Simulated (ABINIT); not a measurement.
## A GW chain in ABINIT: MgO (Fm-3m)

Aim: the G0W0 gap of MgO (Fm-3m) on PBEsol, step by step.

Method: PBEsol and many-body steps on it, plane waves, in ABINIT 10.8.3.

**Experimental background.**

- Gap 7.83 eV: direct gap at Gamma, low temperature; bulk crystal (literature value) (quoted in “The Band-Gap Studies of Short-Period CdO/MgO Superlattices”, 2021, pmc:8035356).

- Gap 7.83 eV: literature experimental gap; bulk crystal (quoted in “Electronic structure of alkaline earth and post-transition metal oxides”, 2009, arxiv:0908.1581).

## Step 1: The structure

The structure is cubic, space group Fm-3m (No. 225). The conventional cell has a = 4.194 Å, b = 4.194 Å, c = 4.194 Å, α = 90.00°, β = 90.00°, γ = 90.00°. Mg has 6 O at 2.10 Å nearest. Nearest to O lie 6 Mg at 2.10 Å. Farther neighbours and most contacts between anions are not listed.

The cell and positions are those that the Materials Project relaxed with its own functionals (PBE, PBE+U or r2SCAN), kept fixed.

## Step 2: Ground state

This step: ABINIT 10.8.3; DFT, PBEsol, plane waves, norm-conserving pseudopotentials.

The ground-state density comes first.

Contents of run.abi:

```
acell 3*1.0 Angstrom
rprim 
  -0.000000000000 2.097001392700 2.097001392700
  2.097001392700 -0.000000000000 2.097001392700
  2.097001392700 2.097001392700 -0.000000000000
ntypat 2
znucl 12 8
natom 2
typat 1 2
xred 
  0.000000000000 0.000000000000 0.000000000000
  0.500000000000 0.500000000000 0.500000000000
pp_dirpath "pseudos"
pseudos "Mg.upf, O.upf"
ecut 38
ngkpt 8 8 8
nshiftk 1
shiftk 0 0 0
kptopt 1
chksymbreak 0
nband 13
occopt 1
tolvrs 1e-10
nstep 60
prtwf 0
optforces 0
optstress 0
indata_prefix "in"
outdata_prefix "out"
tmpdata_prefix "tmp"
```

Launch:

```
OMP_NUM_THREADS=1 mpirun -n 8 abinit run.abi > log
```

Numbers of over 12 decimals in the logs are rounded to 6 here.

The log of the run:

```text
.Version 10.8.3 of ABINIT. v10.8.2 released Aug 2026.

 Symmetries : space group Fm -3 m (#225); Bravais cF (face-center cubic)
================================================================================
 Values of the parameters that define the memory need of the present run
     intxc =       0    ionmov =       0      iscf =       7    lmnmax =       5
     lnmax =       5     mgfft =      32  mpssoang =       3    mqgrid =    3001
     natom =       2  nloc_mem =       1    nspden =       1   nspinor =       1
    nsppol =       1      nsym =      48    n1xccc =    2501    ntypat =       2
    occopt =       1   xclevel =       2
-    mband =          13        mffmem =           1         mkmem =           4
       mpw =        1410          nfft =       32768          nkpt =          29
================================================================================
  Rough estimation (10% accuracy) of disk space for files :
================================================================================

--------------------------------------------------------------------------------
------------- Echo of variables that govern the present computation ------------
--------------------------------------------------------------------------------
 -outvars: echo values of preprocessed input variables --------
            acell      1.8897261259E+00  1.8897261259E+00  1.8897261259E+00 Bohr

      chksymbreak           0
             ecut      3.80000000E+01 Hartree
-          fftalg         312

              ixc     -116133
              kpt      0.00000000E+00  0.00000000E+00  0.00000000E+00
                       1.25000000E-01  0.00000000E+00  0.00000000E+00
                       2.50000000E-01  0.00000000E+00  0.00000000E+00
                       3.75000000E-01  0.00000000E+00  0.00000000E+00
                       5.00000000E-01  0.00000000E+00  0.00000000E+00
                       1.25000000E-01  1.25000000E-01  0.00000000E+00
                       2.50000000E-01  1.25000000E-01  0.00000000E+00
                       3.75000000E-01  1.25000000E-01  0.00000000E+00
                       5.00000000E-01  1.25000000E-01  0.00000000E+00
   [... 18 further rows ...]
                      -3.75000000E-01  5.00000000E-01  1.25000000E-01
                      -2.50000000E-01  5.00000000E-01  2.50000000E-01
         kptrlatt        8    0    0      0    8    0      0    0    8
          kptrlen      4.48334925E+01
P           mkmem           4
            natom           2
            nband          13
            ngfft          32      32      32
             nkpt          29
            nstep          60
             nsym          48
           ntypat           2
              occ      2.000000  2.000000  2.000000  2.000000  2.000000  2.000000
                       2.000000  2.000000  0.000000  0.000000  0.000000  0.000000
                       0.000000
        optforces           0
        optstress           0
            prtwf           0
            rprim     -0.0000000000E+00  2.0970013927E+00  2.0970013927E+00
[...]
spgroup         225

           tolvrs      1.00000000E-10

             xred      0.0000000000E+00  0.0000000000E+00  0.0000000000E+00
[...]
znucl       12.00000    8.00000

================================================================================

 chkinp: Checking input parameters for consistency.

================================================================================
== DATASET  1 ==================================================================
-   mpi_nproc: 8, omp_nthreads: 1 (-1 if OMP is not activated)

--- !DatasetInfo
iteration_state: {dtset: 1, }
dimensions: {natom: 2, nkpt: 29, mband: 13, nsppol: 1, nspinor: 1, nspden: 1, mpw: 1410, }
cutoff_energies: {ecut:  38.0, pawecutdg:  -1.0, }
electrons: {nelect:   1.60000000E+01, charge:   0.00000000E+00, occopt:   1.00000000E+00, tsmear:   1.00000000E-02, }

 Real(R)+Recip(G) space primitive vectors, cartesian coordinates (Bohr,Bohr^-1):
 R(1)=  0.0000000  3.9627583  3.9627583  G(1)= -0.1261747  0.1261747  0.1261747
 R(2)=  3.9627583  0.0000000  3.9627583  G(2)=  0.1261747 -0.1261747  0.1261747
 R(3)=  3.9627583  3.9627583  0.0000000  G(3)=  0.1261747  0.1261747 -0.1261747
 Unit cell volume ucvol=  1.2445798E+02 bohr^3
 Angles (23,13,12)=  6.00000000E+01  6.00000000E+01  6.00000000E+01 degrees

 getcut: wavevector=  0.0000  0.0000  0.0000  ngfft=  32  32  32
         ecut(hartree)=     38.000   => boxcut(ratio)=   2.05769

--- Pseudopotential description ------------------------------------------------
- Mg Generated using ONCVPSP code by D. R. Hamann
- 12.00000  10.00000  180301                  znucl, zion, pspdat
12 -116133 1 -1 1510                          pspcod,pspxc,lmax,lloc,mmax
     nproj     2     2     0
  pspatm : epsatm=    9.18226799
         --- l  ekb(1:nproj) -->
[...]
pspatm: atomic psp has been read  and splines computed

- O Generated using ONCVPSP code by D. R. Hamann
-  8.00000   6.00000  180301                  znucl, zion, pspdat
12 -116133 2 -1 936                           pspcod,pspxc,lmax,lloc,mmax
     nproj     2     2     1
  pspatm : epsatm=    6.22910120
         --- l  ekb(1:nproj) -->
[...]
1   -4.739617   -1.153841
             2   -1.335834
 pspatm: atomic psp has been read  and splines computed

   2.46581907E+02                                ecore*ucvol(ha*bohr**3)
--------------------------------------------------------------------------------

_setup2: Arith. and geom. avg. npw (full set) are    1393.920    1393.901

================================================================================

--- !BeginCycle
iteration_state: {dtset: 1, }
solver: {iscf: 7, nstep: 60, nline: 4, wfoptalg: 0, }
tolerances: {tolvrs: 1.00E-10, }

     iter   Etot(hartree)      deltaE(h)  residm     vres2
 ETOT  1  -75.803834601779    -7.580E+01 9.296E-02 3.410E+02
 ETOT  2  -75.815612862661    -1.178E-02 1.649E-03 3.149E+02
 ETOT  3  -75.910890090937    -9.528E-02 3.474E-03 3.205E+00
 ETOT  4  -75.911751125239    -8.610E-04 6.149E-04 3.913E-03
 ETOT  5  -75.911751615337    -4.901E-07 3.041E-04 2.999E-04
 ETOT  6  -75.911751702541    -8.720E-08 1.617E-04 3.741E-05
 ETOT  7  -75.911751710452    -7.910E-09 9.438E-05 6.235E-07
 ETOT  8  -75.911751710577    -1.258E-10 5.685E-05 5.204E-09
 ETOT  9  -75.911751710576     1.762E-12 3.220E-05 1.764E-10
 ETOT 10  -75.911751710576    -7.105E-13 1.957E-05 3.308E-14

 At SCF step   10       vres2   =  3.31E-14 < tolvrs=  1.00E-10 =>converged.

--- !ResultsGS
iteration_state: {dtset: 1, }
comment   : Summary of ground state results
lattice_vectors:
- [ -0.0000000,   3.9627583,   3.9627583, ]
- [  3.9627583,  -0.0000000,   3.9627583, ]
- [  3.9627583,   3.9627583,  -0.0000000, ]
lattice_lengths: [   5.60419,    5.60419,    5.60419, ]
lattice_angles: [ 60.000,  60.000,  60.000, ] # degrees, (23, 13, 12)
lattice_volume:   1.2445798E+02
convergence: {deltae: -7.105E-13, res2:  3.308E-14, residm:  1.957E-05, diffor:  0.000E+00, }
etotal    :  -7.59117517E+01
entropy   :   0.00000000E+00
fermie    :   1.73675135E-01
cartesian_stress_tensor: null
pressure_GPa: null
xred      :
- [  0.0000E+00,   0.0000E+00,   0.0000E+00, Mg]
- [  5.0000E-01,   5.0000E-01,   5.0000E-01,  O]
cartesian_forces: null
force_length_stats: {min: null, max: null, mean: null, }

 Integrated electronic density in atomic spheres:
 ------------------------------------------------
 Atom  Sphere_radius  Integrated_density
    1        2.00000          8.41058677
    2        2.00000          6.29623274
================================================================================

 ----iterations are completed or convergence reached----

 Mean square residual over all n,k,spin=   64.672E-09; max=  19.568E-06
 reduced coordinates (array xred) for    2 atoms
       0.000000000000      0.000000000000      0.000000000000
       0.500000000000      0.500000000000      0.500000000000
 rms dE/dt=  0.0000E+00; max dE/dt=  0.0000E+00; dE/dt below (all hartree)
    1       0.000000000000      0.000000000000      0.000000000000
    2       0.000000000000      0.000000000000      0.000000000000

 cartesian coordinates (angstrom) at end:
    1      0.000000     0.000000     0.000000
    2      2.097001     2.097001     2.097001
 length scales=  1.889726125908  1.889726125908  1.889726125908 bohr
              =  1.000000000000  1.000000000000  1.000000000000 angstroms
 prteigrs : about to open file out_EIG
 Fermi (or HOMO) energy (hartree) =   0.17368   Average Vxc (hartree)=  -0.42978
 Eigenvalues (hartree) for nkpt=  29  k points:
 kpt#   1, nband= 13, wtk=  0.00195, kpt=  0.0000  0.0000  0.0000 (reduced coord)
  -2.46843   -1.25351   -1.25351   -1.25351   -0.45845    0.17368    0.17368    0.17368
   0.34973    0.75657    0.75657    0.75657    0.89385
 prteigrs : prtvol=0 or 1, do not print more k-points.

--- !EnergyTerms
iteration_state     : {dtset: 1, }
comment             : Components of total free energy in Hartree
kinetic             :  4.52256301474319E+01
hartree             :  2.05715932968621E+01
xc                  : -1.20508135700167E+01
Ewald energy        : -4.75873828125848E+01
psp_core            :  1.98124622747515E+00
local_psp           : -6.32531782872593E+01
non_local_psp       : -2.07988467124847E+01
total_energy        : -7.59117517105764E+01
total_energy_eV     : -2.06566399640550E+03
band_energy         : -1.26878452260850E+01

== END DATASET(S) ==============================================================
================================================================================

 -outvars: echo values of variables after computation  --------
           etotal     -7.5911751711E+01
            nband          13
             nkpt          29
          spgroup         225
 [... the other variables as echoed above ...]

 Calculation completed.
```

Run time: 3.5 s. Hardware: 8 MPI ranks of Arm Neoverse V1, shared host; peak memory 0.48 GiB.

This step gave:

```yaml
total_energy: -2065.6640 eV
gap: 4.791 eV
k_of_the_valence_top: 0, 0, 0
k_of_the_conduction_bottom: 0, 0, 0
least_direct_gap: 4.791 eV
```

The gap is direct, at Γ.

[end of part 1 of 3]

[Paths, hosts, dates, memory and timing lines, banners, echoed tables and standing remarks are left out of the program output.]

[Logs are printed without paths, hosts, clocks, repeated set-up lines and the standing remarks that a program may print on its own settings, such as how far it seeks lower states.]

[Runs of the session that timed out or met a known fault of the program may be left out.]

[No measured gap is set beside runs whose start may be inverted or whose files or cutoffs have a known fault.]

[Hosts, paths, dates, database ids (printed as entryN), source tags and the programs' standing remarks are cut or masked in the printed files.]

[G0W0 gaps are taken among the corrected bands and points alone; a level outside them can change the order at an edge.]

[Where Ansatz stands beside ABINIT at settings called matched, ABINIT's density can come from a denser mesh and the files from another edition; pairs whose starting gaps differed by over 0.03 eV were left out, so agreement reads better than it is.]
